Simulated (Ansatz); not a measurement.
**Phonon transport in CsPbBr3 (Pm-3m)**

How well does the lattice of CsPbBr3 conduct heat?

Main program and level: Ansatz 0.2.0; DFT RPBE, scalar-relativistic, plane waves, PAW.

Most raw output is cut from this account.

In doubt: the program warns that the response may not be converged on this k-mesh (step 7), which bears on the force constants and all frequencies.

### Step 1. The starting structure

Symmetry: Pm-3m, No. 221, cubic system. Conventional cell: a = 5.870 Å, b = 5.870 Å, c = 5.870 Å, α = 90.00°, β = 90.00°, γ = 90.00°. Cs has 12 Br at 4.15 Å nearest. Pb has 6 Br at 2.94 Å nearest. Nearest to Br lie 2 Pb at 2.94 Å and 4 Cs at 4.15 Å. Farther neighbours and most contacts between anions are not listed.

### Step 2. Probe on a coarse mesh

Before spending time, one coarse run tells the gap and the pressure of the starting cell.

input.yaml reads:

```yaml
crystal:
  lattice:
    - [5.87, 0.0, 0.0]
    - [0.0, 5.87, 0.0]
    - [0.0, 0.0, 5.87]
  atoms:
    - { symbol: Cs, position: [0.0, 0.0, 0.0] }
    - { symbol: Pb, position: [0.5, 0.5, 0.5] }
    - { symbol: Br, position: [0.0, 0.5, 0.5] }
    - { symbol: Br, position: [0.5, 0.0, 0.5] }
    - { symbol: Br, position: [0.5, 0.5, 0.0] }
kpoints:
  mp_grid: { grid: [4, 4, 4] }
hamiltonian:
  xc: rpbe
scf:
  occupations: { method: gaussian, width: 0.1 }
output:
  forces: true
  stress: true
  eigenvalues: true
```

Launch:

```console
$ ansatz run input.yaml --threads 8 --pin off --max-ram 16384MiB --backend cpu --events-out ev --progress --plain --runs-dir out
```

Wall time 1.5 s (8 threads of Arm Neoverse N1, shared host); peak memory 0.63 GiB; 8.6 s of CPU time.

Numbers from this step:

- pressure: 2.897 GPa
- gap on the k-mesh: 1.623 eV
- volume per atom: 40.45 Å³/atom

The start is under 2.9 GPa at this level and looks like an insulator or semiconductor on this mesh.

### Step 3. Finding the static equilibrium

The vibrations must be taken about the equilibrium of this functional, not about the starting cell, so the structure is relaxed.

input.yaml, the sections that differ from step 2:

```yaml
kpoints:
  mp_grid: { grid: [6, 6, 6] }
scf:
  occupations: { method: gaussian, width: 0.02 }
relax:
  adjacent_minimum: "off"
  f_tol: 0.005
  max_steps: 80
  cell: { stress_tol: 0.05 }
# crystal, hamiltonian, output: as in step 2
```

It took 11 s on 8 threads; peak memory 0.78 GiB.

The steps of the relaxation:

| step | energy less that of the first step (eV) | largest force component (eV/Å) | pressure (GPa) | volume (Å³) |
| --- | --- | --- | --- | --- |
| 1 | 0.0000 | 0.0000 | 2.80 | 202.26 |
| 2 | -0.1801 | 0.0000 | 1.05 | 217.75 |
| 3 | -0.2195 | 0.0000 | 0.19 | 228.30 |
| 4 | -0.2211 | 0.0000 | 0.02 | 230.81 |
| 5* | -0.2220 | 0.0000 | 0.02 | 230.81 |

Relaxation steps marked * repeat the geometry before them on a plane-wave basis chosen anew for their cell, so energy and pressure can jump there.

Forces are held to the 48 operations that the run works with; a distortion that breaks them can't arise in this run.

```csv
"conventional cell, symmetrised",before,after,change
a (Å),5.870,6.134,+4.5 %
b (Å),5.870,6.134,+4.5 %
c (Å),5.870,6.134,+4.5 %
volume (Å³/atom),40.45,46.16,+14.1 %
```

The relaxed structure:

```cif
data_structure
_symmetry_space_group_name_H-M 'P 1'
_symmetry_Int_Tables_number 1
_cell_length_a 6.1341
_cell_length_b 6.1341
_cell_length_c 6.1341
_cell_angle_alpha 90.000
_cell_angle_beta 90.000
_cell_angle_gamma 90.000
_cell_volume 230.81
loop_
_atom_site_label
_atom_site_type_symbol
_atom_site_fract_x
_atom_site_fract_y
_atom_site_fract_z
_atom_site_occupancy
Cs1 Cs 0.00000 0.00000 0.00000 1
Pb2 Pb 0.50000 0.50000 0.50000 1
Br3 Br 0.00000 0.50000 0.50000 1
Br4 Br 0.50000 0.00000 0.50000 1
Br5 Br 0.50000 0.50000 0.00000 1
```

This step gave:

```
pressure          : 0.01637 GPa
gap on the k-mesh : 2.084 eV
volume per atom   : 46.16 Å³/atom
```

The relaxation ends with a pressure of 0.02 GPa.

### Step 4. A second relaxation

The relaxation is run once more from where the first one ended, as the script does after a large change of volume or of the gap, with mesh and occupations reviewed.

input.yaml, as its differences from that of step 3:

```diff
@@ -2,5 +2,5 @@
   lattice:
-    - [5.87, 0.0, 0.0]
-    - [0.0, 5.87, 0.0]
-    - [0.0, 0.0, 5.87]
+    - [6.1341219393, 0.0, 0.0]
+    - [0.0, 6.1341219393, 0.0]
+    - [0.0, 0.0, 6.1341219393]
   atoms:
```

Elapsed: 5.5 s, on 8 threads; peak memory 0.77 GiB.

Little changed from the start: no atom moved by 0.005 Å and no cell edge by 0.1 %.

### Step 5. Relaxing to small residual forces and stress

The thresholds are tightened for a last relaxation ahead of the phonons, and where mesh or smearing change with them the cell follows.

input.yaml, as its differences from that of step 4:

```diff
@@ -16,3 +16,3 @@
 scf:
-  occupations: { method: gaussian, width: 0.02 }
+  occupations: { method: fixed }
 output:
@@ -23,4 +23,4 @@
   adjacent_minimum: "off"
-  f_tol: 0.005
-  max_steps: 80
-  cell: { stress_tol: 0.05 }
+  f_tol: 0.001
+  max_steps: 60
+  cell: { stress_tol: 0.01 }
```

Wall time 8.1 s (8 threads); peak memory 0.77 GiB; 57 s of CPU time.

Little changed from the start: no atom moved by 0.005 Å and no cell edge by 0.1 %.

This step gave:

```
pressure          : 0.009288 GPa
gap on the k-mesh : 2.085 eV
volume per atom   : 46.18 Å³/atom
```

The residual pressure is 0.0093 GPa, small enough for phonons.

### Step 6. An input with a fault

This input was changed on purpose, to see how the program answers.

input.yaml reads:

```yaml
crystal:
  lattice:
    - [6.1350574318, 0.0, 0.0]
    - [0.0, 6.1350574318, 0.0]
    - [0.0, 0.0, 6.1350574318]
  atoms:
    - { symbol: Cs, position: [0.0, 0.0, 0.0] }
    - { symbol: Pb, position: [0.5, 0.5, 0.5] }
    - { symbol: Br, position: [0.0, 0.5, 0.5] }
    - { symbol: Br, position: [0.5, 0.0, 0.5] }
    - { symbol: Br, position: [0.5, 0.5, 0.0] }
kpoints:
  mp_grid: { grid: [4, 4, 4] }
hamiltonian:
  xc: rpbe
scf:
  occupations: { method: fixed }
  max_iter: 50
output:
  eigenvalues: true
phonons:
  supercell: [2, 2, 2]
  dielectric: false
  third_order: { supercell: [2, 2, 2], pair_cutoff: 4.488 }
  lattice_thermal_conductivity:
    qmesh: [5, 5, 5]
    temperatures: [-10, 0, 300]
    isotope_mass_variance:
      - { species: Br, variance: 0.0001563 }
      - { species: Cs, variance: 0.0 }
      - { species: Pb, variance: 1.944e-05 }
```

Wall time 0.04 s (8 threads); peak memory 0.031 GiB.

The program refused the input before any cycle.

The program's message: “Error: invalid value for `phonons.lattice_thermal_conductivity.temperatures`: every temperature must be finite and > 0; got -10 K”

The fault put into the input: a temperature of 0 K or below.

### Step 7. A first look at the harmonic spectrum

Third-order constants cost many supercell runs, so a linear-response run first checks that the crystal is harmonically stable.

input.yaml, the sections that differ from step 6:

```yaml
scf:
  occupations: { method: fixed }
phonons:
  method: dfpt
  dielectric: true
  rigid_motions: translations
  qmesh: [2, 2, 2]
  temperatures: { t_max: 1000, t_step: 50 }
  qpath:
    path:
      - [[0.0, 0.0, 0.0], [0.0, 0.5, 0.0], [0.5, 0.5, 0.0], [0.0, 0.0, 0.0], [0.5, 0.5, 0.5], [0.0, 0.5, 0.0]]
      - [[0.5, 0.5, 0.5], [0.5, 0.5, 0.0]]
    npoints: 10
# crystal, kpoints, hamiltonian, output: as in step 6
```

Wall time 2.9 min (8 threads); peak memory 1.4 GiB.

Numbers from this step:

| Property | Result |
| --- | --- |
| gap on the k-mesh | 2.080 eV |
| lowest frequency on the path | -24.96 cm⁻¹ |
| point group | m-3m |
| highest frequency | 144.8 cm⁻¹ |

LO-TO term included. The phonon branches at the labelled points (cm⁻¹):

| point | branch 1 | branch 2 | branch 3 | branch 4 | branch 12 | branch 13 | branch 14 | branch 15 |
| --- | --- | --- | --- | --- | --- | --- | --- | --- |
| Γ | 0 | 0 | 0 | 7 | 46 | 52 | 52 | 132 |
| halfway | 10 | 10 | 12 | 12 | 51 | 51 | 65 | 133 |
| X | 12 | 12 | 15 | 15 | 48 | 48 | 83 | 133 |
| halfway | -13 | 13 | 13 | 20 | 60 | 81 | 87 | 135 |
| M | -25 | 14 | 14 | 14 | 80 | 80 | 108 | 140 |
| halfway | 5 | 11 | 14 | 20 | 52 | 66 | 81 | 130 |
| Γ | 0 | 0 | 0 | 7 | 46 | 52 | 52 | 132 |
| halfway | -4 | 10 | 10 | 17 | 66 | 82 | 82 | 129 |
| R | -25 | -25 | -25 | 16 | 78 | 108 | 108 | 145 |
| halfway | -15 | -10 | 9 | 16 | 80 | 82 | 91 | 136 |
| X | 12 | 12 | 15 | 15 | 48 | 48 | 83 | 133 |
| jump to R | -25 | -25 | -25 | 16 | 78 | 108 | 108 | 145 |
| halfway | -25 | -13 | -13 | 15 | 79 | 86 | 108 | 141 |
| M | -25 | 14 | 14 | 14 | 80 | 80 | 108 | 140 |

Tetrahedra on 10 10 10, mean over bins of 2 cm⁻¹. Phonon density of states against wavenumber; read off at these points:

```csv
wavenumber (cm⁻¹),phonon density of states (1/cm⁻¹/cell)
-25.0,0.0100
-21.0,0.0506
-15.0,0.0357
-11.0,0.0269
-7.0,0.0257
-3.0,0.0272
3.0,0.0347
7.0,0.0654
11.0,0.261
17.0,0.417
21.0,0.251
25.0,0.235
31.0,0.169
33.0,0.200
35.0,0.170
39.0,0.147
43.0,0.129
49.0,0.168
51.0,0.200
53.0,0.185
57.0,0.0948
63.0,0.0704
67.0,0.0684
71.0,0.0755
77.0,0.131
79.0,0.143
81.0,0.0928
85.0,0.0300
89.0,0.0280
95.0,0.0296
99.0,0.0282
103.0,0.0281
109.0,9.0e-5
113.0,9.0e-5
117.0,1.0e-4
123.0,1.2e-4
127.0,6.1e-4
131.0,0.105
133.0,0.129
135.0,0.0886
141.0,0.0152
145.0,2.3e-4
```

Lowest modes at the softest wavevector of the mesh; phase exp(i q.(R + tau)). The modes at q = (0.500, 0.500, 0.500) (shares of kinetic energy by element, %) (negative means imaginary):

```csv
mode,frequency (cm⁻¹),Cs %,Pb %,Br %
1,-25.0,0,0,100
2,-25.0,0,0,100
3,-25.0,0,0,100
4,16.4,96,0,4
5,16.4,96,0,4
6,16.4,96,0,4
```

Displacements in mode 1 (-25.0 cm⁻¹), the largest set to 1, in the home cell:
```
Cs1  0.00  0.00  0.00
Pb2  0.00  0.00  0.00
Br3  0.00  0.03 -1.00
Br4 -0.03  0.00 -0.09
Br5  1.00  0.09  0.00
```

Displacements in mode 5 (16.4 cm⁻¹), the largest set to 1, in the home cell (x, y, z of the real part, then of the imaginary part):
```
Cs1  1.00  0.04 -0.03  0.00 -0.02  0.07
Pb2  0.00  0.00  0.00  0.00  0.00  0.00
Br3  0.00  0.01 -0.01  0.00 -0.01  0.00
Br4  0.01  0.00 -0.20 -0.01  0.00  0.00
Br5 -0.01 -0.20  0.00  0.00  0.00  0.00
```

Born charge (rows field, columns displacement) (e), principal values of the symmetric part by kind of site:

```csv
atom,atoms with these values,low,middle,high,mean
Cs1,1,1.31,1.31,1.31,1.31
Pb2,1,4.18,4.18,4.18,4.18
Br3,3,-3.99,-0.75,-0.75,-1.83
```

In full for Cs1:

```
1.31 0.00 0.00
0.00 1.31 0.00
0.00 0.00 1.31
```

ε∞:

```
4.04 0.00 0.00
0.00 4.04 0.00
0.00 0.00 4.04
```

The lowest solved frequency is -25.0 cm⁻¹, so the cell is unstable here and gives no valid free energy.

### Step 8. What came out

```
lowest frequency at the solved wavevectors : -25.0 cm⁻¹
conductivity                               : not obtained
```

In words: No conductivity was obtained: the harmonic spectrum has imaginary modes, so lifetimes built on it are undefined. A phase that is stabilised by thermal motion needs phonons at temperature first. The softest solved mode is 25i cm⁻¹ at q = (-0.5, -0.5, -0.5), and 2 of 4 solved wavevectors carry a mode beyond 8i cm⁻¹. The starting cell comes from a crystallographic database, so the instability may belong to the level of theory or to the 0 K harmonic picture and not to the crystal; this functional changes the volume by +14 % against that cell. The log warns that the k-mesh is coarse for the response calculation and asks for a check on a denser one. The PAW files were made for PBE and are used here under another functional, for which the program regenerates the frozen cores. The cell of these runs is 14 % larger in volume than the database cell; frequencies and all that rests on them shift with it.

[Logs are printed without paths, hosts, clocks, repeated set-up lines and the standing remarks that a program may print on its own settings, such as how far it seeks lower states.]

[Hosts, paths, dates, database ids (printed as entryN), source tags and the programs' standing remarks are cut or masked in the printed files.]

[A step with changed settings may run another functional than the one named; its input shows which.]
